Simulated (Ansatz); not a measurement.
# Honeycomb AsN monolayer in a perpendicular field

Aim: how the honeycomb AsN monolayer screens a field along its normal, and what the field does to its bands. A positive field points along +c.

Calculated with Ansatz 0.2.0; plane-wave DFT, r2SCAN-D4, Ansatz PAW, in the first sound run; inputs show where later runs differ.

Most raw output is cut from this account.

## Step 1: The structure

The cell holds 2 atoms: 1 N and 1 As. Cell: a = 2.980 Å, b = 2.980 Å, c = 32.970 Å, α = 90.0°, β = 90.0°, γ = 120.0°. Vacuum lies along c.

## Step 2: Relaxation

The starting cell is a guess, so the in-plane lattice and the atoms are relaxed first, with the slab cut off from its images along the normal.

File input.yaml:

```yaml
crystal:
  lattice:
    - [2.98, 0.0, 0.0]
    - [-1.49, 2.5807557033, 0.0]
    - [0.0, 0.0, 32.9699999985]
  atoms:
    - { symbol: "N", position: [0.6666666667, 0.3333333333, 0.4852896573] }
    - { symbol: As, position: [0.3333333333, 0.6666666667, 0.5147103427] }
  periodic: [true, true, false]
kpoints:
  mp_grid: { grid: [12, 12, 1] }
hamiltonian:
  xc: r2scan
  dispersion: d4
scf:
  occupations: { method: fermi_dirac, width: 0.05 }
  convergence: { dr2_threshold: 1.0e-09 }
relax:
  f_tol: 0.004
  max_steps: 90
  cell: {}
output:
  write_potential: true
  write_density: true
  volumetric_format: npy
```

Command:

```console
$ ansatz run input.yaml --threads 2 --pin off --max-ram 3072MiB --backend cpu --events-out ev --progress --plain --runs-dir out
```

The job ended after 39 s (2 threads of Arm Neoverse V2, shared host; peak memory 0.98 GiB).

Step by step:

| step | energy less that of the first step (eV) | largest force component (eV/Å) | volume (Å³) |
| --- | --- | --- | --- |
| 1 | 0.0000 | 0.8914 | 253.56 |
| 2 | -0.0311 | 0.3304 | 250.80 |
| 3 | -0.0424 | 0.0359 | 244.67 |
| 4 | -0.0426 | 0.0018 | 245.44 |
| 5* | -0.0423 | 0.0015 | 245.44 |

Relaxation steps marked * repeat the geometry before them on a plane-wave basis chosen anew for their cell, so energy and pressure can jump there.

The run keeps the 6 symmetry operations that it works with, so distortions that break them were not tested.

| cell as run | before | after | change |
| --- | --- | --- | --- |
| a (Å) | 2.980 | 2.932 | -1.6 % |
| b (Å) | 2.980 | 2.932 | -1.6 % |

The atoms that moved most (Å, along periodic axes as changes of fractional coordinates times the final cell, across vacuum about the mean position):

| atom | dx | dy | dz | length |
| --- | --- | --- | --- | --- |
| N1 | 0.000 | 0.000 | 0.021 | 0.021 |
| As2 | 0.000 | 0.000 | -0.021 | 0.021 |

The relaxed structure:

```xyz
2
Lattice="2.9319 0.0000 0.0000 -1.4659 2.5391 0.0000 0.0000 0.0000 32.9700" Properties=species:S:1:pos:R:3
N     1.4659    0.8464   16.0209
As    0.0000    1.6927   16.9491
```

Numbers from this step:

```yaml
gap_on_the_k_mesh: 2.347 eV
```

The lattice constant a goes from 2.980 to 2.932 Å.

## Step 3: Atoms held, field 0

A sawtooth potential applies the field, turning back in the middle of the vacuum. With the dipole correction the typed value is the field outside the slab. The induced dipole is small, so the SCF threshold is tight.

The cell differs from the one that the last finished run ended in (c 32.970 → 18.928 Å).

File input.yaml:

```yaml
crystal:
  lattice:
    - [2.9318702684, 0.0, 0.0]
    - [-1.4659351342, 2.5390741331, 0.0]
    - [0.0, 0.0, 18.9281582575]
  atoms:
    - { symbol: "N", position: [0.6666666667, 0.3333333333, 0.4754820769] }
    - { symbol: As, position: [0.3333333333, 0.6666666667, 0.5245179231] }
kpoints:
  mp_grid: { grid: [18, 18, 1] }
  band_path:
    path: [[0, 0, 0], [0.5, 0, 0], [0.33333333, 0.33333333, 0], [0, 0, 0]]
    npoints: 16
hamiltonian:
  xc: r2scan
  dispersion: d4
scf:
  occupations: { method: fermi_dirac, width: 0.02585 }
  convergence: { dr2_threshold: 1.0e-10 }
efield:
  axis: 3
  dipole_correction: true
  ramp_position: 0.97
  ramp_width: 0.06
  amplitude: 0
output:
  dos: { projected: true, e_range: [-6, 5] }
  bader: true
  write_potential: true
  write_density: true
  volumetric_format: npy
  elf: true
```

Wall time 20 s (2 threads); peak memory 0.64 GiB.

This step gave:

```yaml
dipole_along_the_normal: 0.07199 e·Å
gap_along_the_path: 2.339 eV
smallest_direct_gap_along_the_path: 3.018 eV
step_between_the_vacuum_levels: -1.750 eV
ionisation_energy_upper_face: 6.056 eV
electron_affinity_upper_face: 3.717 eV
ionisation_energy_lower_face: 7.805 eV
gap_the_smaller_of_path_and_mesh: 2.339 eV
```

Running mean over a fixed 2.8 Å (it still follows the layers) of the planar mean; the ramp of the sawtooth is left out. Table of electron's electrostatic potential energy less the Fermi level by z:

z (Å), electron's electrostatic potential energy less the Fermi level (eV) and a bar from the least value:
```
     2.89       6.61 ##############################
     3.29       6.61 ##############################
     3.55       6.61 ##############################
     3.94       6.61 ##############################
     4.34       6.61 ##############################
     4.73       6.61 ##############################
     4.99       6.61 ##############################
     5.39       6.61 ##############################
     5.78       6.61 ##############################
     6.05       6.60 ##############################
     6.44       6.56 ##############################
     6.84       6.39 #############################
     7.10       6.04 #############################
     7.49       4.51 #########################
     7.89       1.87 ###################
     8.28      -0.65 #############
     8.54      -1.91 ##########
     8.94      -3.70 #####
     9.33      -5.31 #
     9.60      -5.86 
     9.99      -5.71 
    10.38      -4.09 ####
    10.65      -2.44 ########
    11.04      -0.18 ##############
    11.44       1.42 ##################
    11.83       2.99 #####################
    12.09       3.89 #######################
    12.49       4.55 #########################
    12.88       4.76 ##########################
    13.14       4.82 ##########################
    13.54       4.85 ##########################
    13.93       4.86 ##########################
    14.20       4.86 ##########################
    14.59       4.86 ##########################
    14.98       4.86 ##########################
    15.38       4.86 ##########################
    15.64       4.86 ##########################
    16.04       4.86 ##########################
```

The density of states has structure finer than the step of the table below, so its rows give means over 0.25 eV, whole bins alone (the curve runs from -6 to 3.13 eV). Peaks (eV: height): -4.840: 3.02, -2.390: 2.69, -1.230: 7.38, 2.050: 2.23.

Density of states against energy, zero at the Fermi level of the run, which the smearing sets inside the gap; means over each step:

| energy (eV) | density of states (states/eV a cell) |
| --- | --- |
| -5.75 | 0.821 |
| -5.50 | 0.950 |
| -5.25 | 1.08 |
| -5.00 | 1.24 |
| -4.75 | 2.09 |
| -4.50 | 1.22 |
| -4.25 | 0.975 |
| -4.00 | 0.778 |
| -3.75 | 0.491 |
| -3.50 | 0.389 |
| -3.25 | 0.369 |
| -3.00 | 0.257 |
| -2.75 | 0 |
| -2.50 | 0.472 |
| -2.25 | 1.50 |
| -2.00 | 0.902 |
| -1.75 | 0.846 |
| -1.50 | 1.52 |
| -1.25 | 2.81 |
| -1.00 | 0 |
| -0.75 | 0 |
| -0.50 | 0 |
| -0.25 | 0 |
| 0.00 | 0 |
| 0.25 | 0 |
| 0.50 | 0 |
| 0.75 | 0 |
| 1.00 | 0 |
| 1.25 | 0.549 |
| 1.50 | 0.653 |
| 1.75 | 0.711 |
| 2.00 | 1.40 |
| 2.25 | 1.26 |
| 2.50 | 0.883 |
| 2.75 | 0.767 |
| 3.00 | 0.711 |

Projected DOS per atom over height of the atomic layer and energy from the Fermi level. Layers: N As from below.

Ten even steps from '0' (0.00 states/eV) to '9' (1.22 states/eV), each cell a mean:
```
23
23
45
22
12
00
00
00
00
00
94
53
34
24
00
20
30
51
73
84
53
43
```
Columns: height of the atomic layer (Å) from 9 to 9.93; rows upwards: energy from the Fermi level (eV) from -5.96 to 3.13.

Electronic bands along the path, in eV, zero at the Fermi level of the run, which the smearing sets inside the gap:

| point | band 8 | band 9 | band 10 | band 11 | band 12 | band 13 | band 14 |
| --- | --- | --- | --- | --- | --- | --- | --- |
| Γ | -2.90 | -2.90 | -1.61 | 2.09 | 4.89 | 5.87 | 5.87 |
| halfway | -6.17 | -4.03 | -1.22 | 2.43 | 4.97 | 6.47 | 6.63 |
| M | -5.05 | -4.90 | -2.46 | 1.15 | 5.20 | 6.70 | 9.02 |
| halfway | -6.88 | -4.34 | -2.38 | 2.01 | 5.36 | 6.25 | 9.61 |
| K | -8.21 | -3.77 | -2.49 | 1.96 | 4.75 | 7.52 | 11.31 |
| halfway | -6.04 | -5.13 | -1.20 | 3.23 | 5.08 | 5.61 | 6.97 |
| Γ | -2.90 | -2.90 | -1.61 | 2.09 | 4.89 | 5.87 | 5.87 |

Valence density in the ca plane at fractional y = 0.333, with atoms of N within 0.2 Å of it. It is the smooth field of the valence electrons, not physical close to the nuclei.

Ten steps, logarithmic in the rise over the least value, from '0' (0.0 e/Å³) to '9' (3.4 e/Å³), each cell a mean:
```
00000000000000000025776543100000000000000000
00000000000000000137998532100000000000000000
00000000000000000137998532100000000000000000
00000000000000000136997532100000000000000000
00000000000000000024676543100000000000000000
00000000000000000012455653210000000000000000
00000000000000000001345654210000000000000000
00000000000000000012456553210000000000000000
```
Columns run along c (18.9 Å), rows up along a (2.9 Å). Atoms in or near the plane, at fractional coordinates: N at (0.48, 0.67).

ELF in the ca plane at fractional y = 0.333, with atoms of N within 0.2 Å of it. It is the smooth field of the valence electrons, not physical close to the nuclei.

Ten even steps from '0' (0.00) to '9' (0.92), each cell a mean:
```
00000000000000000368887433200000000000000000
00000000000000002589857410000000000000000000
00000000000000002699627410000000000000000000
00000000000000002589867411000000000000000000
00000000000000000257876444210000000000000000
00000000000000000012344567631000000000000000
00000000000000000000124578741000000000000000
00000000000000000013454567630000000000000000
```
Columns run along c (18.9 Å), rows up along a (2.9 Å). Atoms in or near the plane, at fractional coordinates: N at (0.48, 0.67).

Electrostatic potential energy in the ca plane at fractional y = 0.333, with atoms of N within 0.2 Å of it. With pseudopotentials it is smooth inside the atoms' cores, unlike the true potential.

Ten even steps from '0' (-20 eV) to '9' (4 eV), each cell a mean:
```
99999999999999999998424567899999999999999999
99999999999999999995001678899999999999999999
99999999999999999994001678899999999999999999
99999999999999999996002678899999999999999999
99999999999999999998534467899999999999999999
99999999999999999999751037899999999999999999
99999999999999999999750027899999999999999999
99999999999999999999752147899999999999999999
```
Columns run along c (18.9 Å; values clipped at the 3rd and 97th percentile), rows up along a (2.9 Å). Atoms in or near the plane, at fractional coordinates: N at (0.48, 0.67).

The gap is 2.34 eV, with the valence edge 6.06 eV and the conduction edge 3.72 eV under the upper vacuum level.

## Step 4: Atoms held, field 0.05 V/Å

input.yaml: that of step 3 with these lines changed.

```diff
@@ -24,6 +24,4 @@
   ramp_width: 0.06
-  amplitude: 0
+  amplitude: 0.05
 output:
-  dos: { projected: true, e_range: [-6, 5] }
-  bader: true
   write_potential: true
@@ -31,2 +29 @@
   volumetric_format: npy
-  elf: true
```

It took 11 s on 2 threads; peak memory 0.64 GiB; 22 s of CPU time.

The dipole is 0.0783 e·Å, 0.00627 e·Å from its value without field, and the gap 2.339 eV.

## Step 5: Single point, field -0.05 V/Å

input.yaml: that of step 4 with these lines changed.

```diff
@@ -24,3 +24,3 @@
   ramp_width: 0.06
-  amplitude: 0.05
+  amplitude: -0.05
 output:
```

Elapsed: 11 s, on 2 threads; peak memory 0.64 GiB.

The dipole is 0.0657 e·Å, -0.00629 e·Å from its value without field, and the gap 2.338 eV.

## Step 6: Atoms held, field 0.1 V/Å

input.yaml: that of step 5 with these lines changed.

```diff
@@ -24,3 +24,3 @@
   ramp_width: 0.06
-  amplitude: -0.05
+  amplitude: 0.1
 output:
```

It took 11 s on 2 threads; peak memory 0.64 GiB; 22 s of CPU time.

The dipole is 0.0845 e·Å, 0.0125 e·Å from its value without field, and the gap 2.340 eV.

## Step 7: Single point, field 0.2 V/Å

input.yaml: that of step 6 with these lines changed.

```diff
@@ -24,3 +24,3 @@
   ramp_width: 0.06
-  amplitude: 0.1
+  amplitude: 0.2
 output:
```

The job ended after 11 s (2 threads; peak memory 0.64 GiB; 22 s of CPU time).

The dipole is 0.0970 e·Å, 0.0250 e·Å from its value without field, and the gap 2.340 eV.

## Step 8: Atoms held, field 0.3 V/Å

input.yaml: that of step 7 with these lines changed.

```diff
@@ -24,4 +24,6 @@
   ramp_width: 0.06
-  amplitude: 0.2
+  amplitude: 0.3
 output:
+  dos: { projected: true, e_range: [-6, 5] }
+  bader: true
   write_potential: true
@@ -29 +31,2 @@
   volumetric_format: npy
+  elf: true
```

It took 22 s on 2 threads; peak memory 0.62 GiB; 43 s of CPU time.

The dipole is 0.110 e·Å, 0.0375 e·Å from its value without field, and the gap 2.341 eV.

## Step 9: Response, atoms held

This step: plane-wave DFT, r2SCAN-D4, Ansatz PAW; response to a field along the normal, atoms held (Ansatz 0.2.0).

The dipoles give the slope, and the difference of two potentials shows where the field is screened.

Numbers from this step:

```yaml
equivalent_conductor_thickness_p_eps_0ae: 3.051 Å
distance_between_the_outer_atoms: 0.9282 Å
```

Dipole of the cell against applied field:

| applied field (V/Å) | dipole of the cell (e·Å) |
| --- | --- |
| -0.050 | 0.0657 |
| 0.000 | 0.0720 |
| 0.050 | 0.0783 |
| 0.100 | 0.0845 |
| 0.200 | 0.0970 |
| 0.300 | 0.110 |

Local field over the applied field, running mean. From the potentials at -0.05 and 0.05 V/Å; running mean over 2.5 Å. The local field over applied field by z:

z (Å), local field over applied field and a bar from the least value:
```
      4.5      1.000 ##############################
      5.0      0.999 ##############################
      5.5      0.996 ##############################
      6.0      0.988 ##############################
      6.5      0.962 #############################
      7.0      0.894 ##########################
      7.5      0.766 ######################
      8.0      0.601 ################
      8.5      0.418 ##########
      9.0      0.260 ####
      9.5      0.156 
     10.0      0.149 
     10.5      0.238 ###
     11.0      0.394 #########
     11.5      0.564 ###############
     12.0      0.731 #####################
     12.5      0.866 #########################
     13.0      0.943 ############################
     13.5      0.979 #############################
     14.0      0.992 ##############################
     14.5      0.997 ##############################
```

The induced electron density oscillates, so the rows of the table below give means over windows of 0.5 Å about each position, cut where the curve ends. Its maxima inside the range that stand out by 2 % of the span (Å: e/Å³ per V/Å): 8.28: 0.00381, 9.20: 0.00207, 10.38: -2.7e-4. Its minima: 8.94: 0.00109, 9.99: -0.00112, 11.17: -0.00349.

Electrons, planar mean, per unit field. The induced electron density by z; means over each step:

| z (Å) | induced electron density (e/Å³ per V/Å) |
| --- | --- |
| 4.5 | 1.0e-6 |
| 5.0 | 3.9e-6 |
| 5.5 | 1.4e-5 |
| 6.0 | 5.1e-5 |
| 6.5 | 1.7e-4 |
| 7.0 | 5.5e-4 |
| 7.5 | 0.00152 |
| 8.0 | 0.00315 |
| 8.5 | 0.00304 |
| 9.0 | 0.00155 |
| 9.5 | 6.2e-4 |
| 10.0 | -8.9e-4 |
| 10.5 | -8.4e-4 |
| 11.0 | -0.00304 |
| 11.5 | -0.00298 |
| 12.0 | -0.00171 |
| 12.5 | -7.6e-4 |
| 13.0 | -2.9e-4 |
| 13.5 | -1.0e-4 |
| 14.0 | -3.5e-5 |
| 14.5 | -1.1e-5 |

The smaller of the gaps on the path and on the k-mesh, counted as 0 under 0.03 eV. The gap stays at 2.34 eV for applied field from -0.05 to 0.3 V/Å.

By hand: between -0.05 and 0.05 V/Å the dipole changes by 0.01256 e·Å, a slope of 0.1256 e·Å²/V. A perfect conductor of thickness t has p = ε₀AEt, so t = 180.95 × 0.1256 / 7.444 = 3.05 Å (e/ε₀ = 180.95 V·Å, A in Å²).

The induced dipole is that of a conductor 3.05 Å thick.

## Step 10: Same geometry, cutoff 420 eV, functional LDA

This step: plane-wave DFT, LDA, Ansatz PAW (Ansatz 0.2.0).

The geometry is kept and the functional is LDA; other changes against the main runs: SCF threshold 1.0e-10 → 1.0e-09 eV, cutoff 500 → 420, k-mesh 18×18×1 → 12×12×1 and no dispersion term, which doesn't act on the electrons.

File input.yaml:

```yaml
crystal:
  lattice:
    - [2.9318702684, 0.0, 0.0]
    - [-1.4659351342, 2.5390741331, 0.0]
    - [0.0, 0.0, 18.9281582575]
  atoms:
    - { symbol: "N", position: [0.6666666667, 0.3333333333, 0.4754820769] }
    - { symbol: As, position: [0.3333333333, 0.6666666667, 0.5245179231] }
kpoints:
  mp_grid: { grid: [12, 12, 1] }
hamiltonian:
  xc: lda
scf:
  occupations: { method: fermi_dirac, width: 0.02585 }
  convergence: { dr2_threshold: 1.0e-09 }
efield:
  axis: 3
  dipole_correction: true
  ramp_position: 0.97
  ramp_width: 0.06
  amplitude: 0.1
output:
  write_potential: true
  write_density: true
  volumetric_format: npy
```

Run time: 3 s. Hardware: 2 threads; peak memory 0.35 GiB.

This step gave:

| Quantity | Value |
| --- | --- |
| dipole along the normal | 0.08877 e·Å |

The dipole is 0.0888 e·Å.

## Step 11: Same geometry, cutoff 420 eV, functional LDA (run 2)

The same run in the opposite field.

input.yaml: that of step 10 with these lines changed.

```diff
@@ -20,3 +20,3 @@
   ramp_width: 0.06
-  amplitude: 0.1
+  amplitude: -0.1
 output:
```

The job ended after 3.1 s (2 threads; peak memory 0.35 GiB).

The dipole is 0.0632 e·Å.

## Step 12: Response at this level

This step: plane-wave DFT, LDA, Ansatz PAW; response to a field along the normal, atoms held (Ansatz 0.2.0).

The two signs of the field give the slope at this level.

This step gave:

```
equivalent conductor thickness p/(ε₀AE) : 3.106 Å
```

The induced dipole is that of a conductor 3.11 Å thick.

## Step 13: Same geometry, cutoff 420 eV, functional PBE

This step: plane-wave DFT, PBE, Ansatz PAW (Ansatz 0.2.0).

The geometry is kept and the functional is PBE; other changes against the main runs: SCF threshold 1.0e-10 → 1.0e-09 eV, cutoff 500 → 420, k-mesh 18×18×1 → 12×12×1 and no dispersion term, which doesn't act on the electrons.

input.yaml: that of step 11 with these lines changed.

```diff
@@ -11,3 +11,3 @@
 hamiltonian:
-  xc: lda
+  xc: pbe
 scf:
@@ -20,3 +20,3 @@
   ramp_width: 0.06
-  amplitude: -0.1
+  amplitude: 0.1
 output:
```

The job ended after 3.1 s (2 threads; peak memory 0.35 GiB; 6 s of CPU time).

The dipole is 0.0842 e·Å.

## Step 14: Same geometry, cutoff 420 eV, functional PBE (run 2)

input.yaml: that of step 13 with these lines changed.

```diff
@@ -20,3 +20,3 @@
   ramp_width: 0.06
-  amplitude: 0.1
+  amplitude: -0.1
 output:
```

Run time: 3 s. Hardware: 2 threads; peak memory 0.35 GiB.

The dipole is 0.0587 e·Å.

## Step 15: Response at this level

This step: plane-wave DFT, PBE, Ansatz PAW; response to a field along the normal, atoms held (Ansatz 0.2.0).

The induced dipole is that of a conductor 3.11 Å thick.

## Step 16: Same geometry, cutoff 500 eV, functional r2SCAN

This step: plane-wave DFT, r2SCAN, Ansatz PAW (Ansatz 0.2.0).

The geometry is kept and the functional is r2SCAN; other changes against the main runs: SCF threshold 1.0e-10 → 1.0e-09 eV, k-mesh 18×18×1 → 12×12×1 and no dispersion term, which doesn't act on the electrons.

input.yaml: that of step 14 with these lines changed.

```diff
@@ -11,3 +11,3 @@
 hamiltonian:
-  xc: pbe
+  xc: r2scan
 scf:
@@ -20,3 +20,3 @@
   ramp_width: 0.06
-  amplitude: -0.1
+  amplitude: 0.1
 output:
```

Elapsed: 5.7 s, on 2 threads; peak memory 0.58 GiB.

The dipole is 0.0845 e·Å.

(Continued in part 2 of 2.)

[Logs are printed without paths, hosts, clocks, repeated set-up lines and the standing remarks that a program may print on its own settings, such as how far it seeks lower states.]

[Hosts, paths, dates, database ids (printed as entryN), source tags and the programs' standing remarks are cut or masked in the printed files.]

[Maps of the electrostatic potential energy from Ansatz leave out the sawtooth potential of an applied field or a dipole correction, so their vacuum need not be flat; planar profiles and work functions include it.]
